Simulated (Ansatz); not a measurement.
**A failed many-body run on BaNaCeNbO6 (F-43m)**

Aim: the G0W0 gap of BaNaCeNbO6 (F-43m). The first input has a fault.

Main program and level: Ansatz 0.2.0; G0W0 on PBE, plane waves, PAW; PAW set soft_1.

In doubt: one-shot GW on d or f shells is unsure, so the values of those runs are not to be relied on.

## 1. The structure

It takes space group F-43m (No. 216, cubic). The conventional cell has a = 8.525 Å, b = 8.525 Å, c = 8.525 Å, α = 90.00°, β = 90.00°, γ = 90.00°. Na has 12 O at 3.02 Å nearest. Nearest to Ba lie 12 O at 3.02 Å. Nearest to Ce lie 6 O at 2.24 Å. Nearest to Nb lie 6 O at 2.02 Å. Nearest to O lie 1 Nb at 2.02 Å and 1 Ce at 2.24 Å and 2 Na at 3.02 Å and 2 Ba at 3.02 Å. Farther neighbours and most contacts between anions are not listed.

The cell and positions are those that the Materials Project relaxed with its own functionals (PBE, PBE+U or r2SCAN), kept fixed. Spin-orbit coupling is left out unless a step names it. The default PAW set here is soft_1. Its files were made with PBE.

## 2. First try

File input.yaml:

```yaml
crystal:
  lattice:
    - [0.0, 4.26253043, 4.26253043]
    - [4.26253043, 0.0, 4.26253043]
    - [4.26253043, 4.26253043, 0.0]
  atoms:
    - { symbol: Na, position: [0.25, 0.25, 0.25] }
    - { symbol: Ba, position: [0.75, 0.75, 0.75] }
    - { symbol: Ce, position: [0.0, 0.0, 0.0] }
    - { symbol: Nb, position: [0.5, 0.5, 0.5] }
    - { symbol: O, position: [0.73710248, 0.26289752, 0.26289752] }
    - { symbol: O, position: [0.26289752, 0.73710248, 0.73710248] }
    - { symbol: O, position: [0.73710248, 0.73710248, 0.26289752] }
    - { symbol: O, position: [0.26289752, 0.26289752, 0.73710248] }
    - { symbol: O, position: [0.26289752, 0.73710248, 0.26289752] }
    - { symbol: O, position: [0.73710248, 0.26289752, 0.73710248] }
kpoints:
  mp_grid: { grid: [2, 2, 2] }
hamiltonian:
  xc: pbe
  pseudopotentials: { kind: paw_fr, azcp: { folder: soft_1 } }
scf:
  occupations: { method: fixed }
magnetization:
  noncollinear: true
  spin_orbit: true
gw:
  n_empty_bands: 163
  ecut_chi: 60
  qp_bands: [v3, c3]
  qp_kpoints: band_edges
  screening: { model: contour_deformation }
```

Run with:

```
> ansatz run input.yaml --threads 2 --pin off --max-ram 92160MiB --backend cpu --events-out ev --progress --plain --runs-dir out
```

Numbers of over 12 decimals in the logs are rounded to 6 here.

The program printed:

```text
Error: gw: with magnetization.noncollinear: true — the χ₀/Σ pipeline is wired for the unpolarised channel only — spinor oscillator elements and the per-channel sum are not implemented; use an unpolarised deck
```

Wall time 0.06 s (2 threads of AMD EPYC 7R13 (Zen 3), shared host); peak memory 0.04 GiB.

**What went wrong?**

The program refused the input before any cycle.

The program's message: “Error: gw: with magnetization.noncollinear: true — the χ₀/Σ pipeline is wired for the unpolarised channel only — spinor oscillator elements and the per-channel sum are not implemented; use an unpolari …”

The fault: spin-orbit coupling. The physics allows it, but this program's G0W0 has no spinor form; spin-orbit coupling is taken from a separate density-functional step.

## 3. A better input

Now the one-shot GW correction: screening in the RPA, then the self-energy of the levels asked for. This step takes PAW set soft_1 files.

Changes to input.yaml since step 2:

```diff
@@ -20,11 +20,8 @@
   xc: pbe
-  pseudopotentials: { kind: paw_fr, azcp: { folder: soft_1 } }
+  pseudopotentials: { kind: paw, azcp: { folder: soft_1 } }
 scf:
   occupations: { method: fixed }
-magnetization:
-  noncollinear: true
-  spin_orbit: true
 gw:
-  n_empty_bands: 163
-  ecut_chi: 60
+  n_empty_bands: 394
+  ecut_chi: 108
   qp_bands: [v3, c3]
```

Run with:

```
> ansatz run input.yaml --threads 2 --pin off --max-ram 92160MiB --backend cuda --events-out ev --progress --plain --runs-dir out --devices 1 --max-vram 13GiB
```

The program printed:

```text
GPUs: using 1 of 1 available (devices: 1).
[...]
device memory: the entry about to start is reckoned to put 2.4 GiB on a device that reports 35.3 GiB free (of which the cap on the GPU budget leaves the run 13.0 GiB)
GPU FFT provider: cuFFT
GPU libraries: cuBLAS 13.8.2, cuFFT 12.4.0, cuSOLVER 12.3.4
Crystal: 10 atoms, lattice volume = 154.893 Å³
Basis set: ecut = 420 eV, 2975 PW (Γ)
Bands: 50, of which v1, the nominal top of the filled ones, is band 40 counted from 1 (39 counted from 0)
Symmetry: 24 space group operations
[...]
k-points: 3 of 8
[...]
GPU buffer pool allocated for 91125 grid points (all kernels)
GPU transforms: local potential and band sums: pruned to the plane-wave sphere, on 45×45×45
[...]
SCF iter   1: F=—  HF=-21987.120922 eV  |F-HF|=—  |Δ(HF+E_count)|=         —  Δρ=1.28e-1  dr2=5.77e1  ethr=3.10e-3  ⟨swp⟩=4.0  Hψ=491  notcnv=0  defer=13
[...]
1    38      7.0975   -25.0028     4.5702   -20.1769  0.6953     6.8401     6.8419  root
     1    39      7.0975   -25.0028     4.5702   -20.1769  0.6953     6.8401     6.8419  root
     1    40      7.1616   -25.2103     4.5671   -20.4221  0.6917     6.9391     6.9405  root
     1    41      9.6531   -22.5661   -12.9639   -37.4938  0.5641    12.0702    11.6169  root ?
     1    42      9.7284   -22.3615   -11.4663   -35.8052  0.5889    12.0842    11.7058  root ?
     1    43      9.7284   -22.3615   -11.4663   -35.8052  0.5889    12.0842    11.7058  root ?
     2    38      7.1331   -26.6358     4.0700   -22.5019  0.7082     7.0691     7.0692  root
     2    39      7.1681   -26.5616     4.1538   -22.3032  0.7123     7.0633     7.0636  root
     2    40      7.5627   -25.4760     4.7862   -20.4262  0.7014     7.2973     7.2991  root
     2    41      9.6542   -22.5691   -12.9683   -37.5005  0.5640    12.0714    11.6173  root ?
     2    42      9.9118   -23.4613   -12.2664   -37.7016  0.5661    12.3048    11.8857  root ?
     2    43      9.9118   -23.4613   -12.2664   -37.7016  0.5661    12.3048    11.8857  root ?
[key lines of the parts left out:]
SCF converged after 12 iterations
Free energy (F): -21981.987675 eV
Fermi energy:    7.585268 eV
```

The job ended after 13 s (1 × NVIDIA H100 80GB HBM3 (shared by 6 runs) with 2 threads; peak memory 1.3 GiB; 8.3 s of CPU time).

Numbers from this step:

```yaml
bands_summed: 434
rpa_eps_infinity_on_this_mesh_eigenvalues: 5.651, 5.651, 5.651
plane_waves_in_the_screening_matrix: 411
q_points_in_the_mesh: 8
g0w0_gap_on_the_mesh: 4.280 eV
k_of_the_valence_top: 0, 0, 0
k_of_the_conduction_bottom: 0, 0, 0
starting_gap_on_the_mesh: 2.057 eV
z_at_the_valence_top: 0.7013
z_at_the_conduction_bottom: 0.5656
least_direct_g0w0_gap_on_the_computed_points: 4.280 eV
```

The gap on the mesh goes from 2.06 eV to 4.28 eV, a correction of +2.22 eV. The program marks an edge row as in doubt. Between the two edge states, bare exchange in place of the xc potential would open the gap by 19.92 eV, and correlation takes back 17.70 eV.

## 4. Outcome

* first try: refused after 0.06 s
* better run: G0W0 gap on the mesh 4.28 eV (2×2×2 mesh, 394 empty bands, screening to 108 eV, PAW set soft_1 files)

**Reading.** The second run differs in: start, files, empty bands and screening cutoff (eV). Bands and cutoff are finite, so the gap is not at the basis limit. The miss can reach some tenths of an eV and take either sign; the mesh is an error of its own. The 2×2×2 mesh is coarse for this cell (its supercell is 12 Å along the shortest edge). The RPA ε∞ on it, from the PBE start, is 5.65; such meshes misread the long-range screening, most where the gap is narrow. Empty 4f levels lie among the conduction bands. Their place in the start is unsure; it enters the screening, and the edge itself where they lie low. The runs have no spin polarisation. For a closed low-spin shell that is the natural state; where a d or f shell is open it is a constraint, and the gap is then not the crystal's own. The compound holds f electrons or empty f levels, where one-shot G0W0 is unsure. The many-body steps are scalar-relativistic: spin-orbit coupling is not in them. The program marks a band-edge row as in doubt, so the gap is less sure than its digits.

[Paths, hosts, dates, memory and timing lines, banners, echoed tables and standing remarks are left out of the program output.]

[Logs are printed without paths, hosts, clocks, repeated set-up lines and the standing remarks that a program may print on its own settings, such as how far it seeks lower states.]

[Runs of the session that timed out or met a known fault of the program may be left out.]

[Cells called generated may have been cut or substituted from an entry of the Crystallography Open Database or the Materials Project.]

[Hosts, paths, dates, database ids (printed as entryN), source tags and the programs' standing remarks are cut or masked in the printed files.]
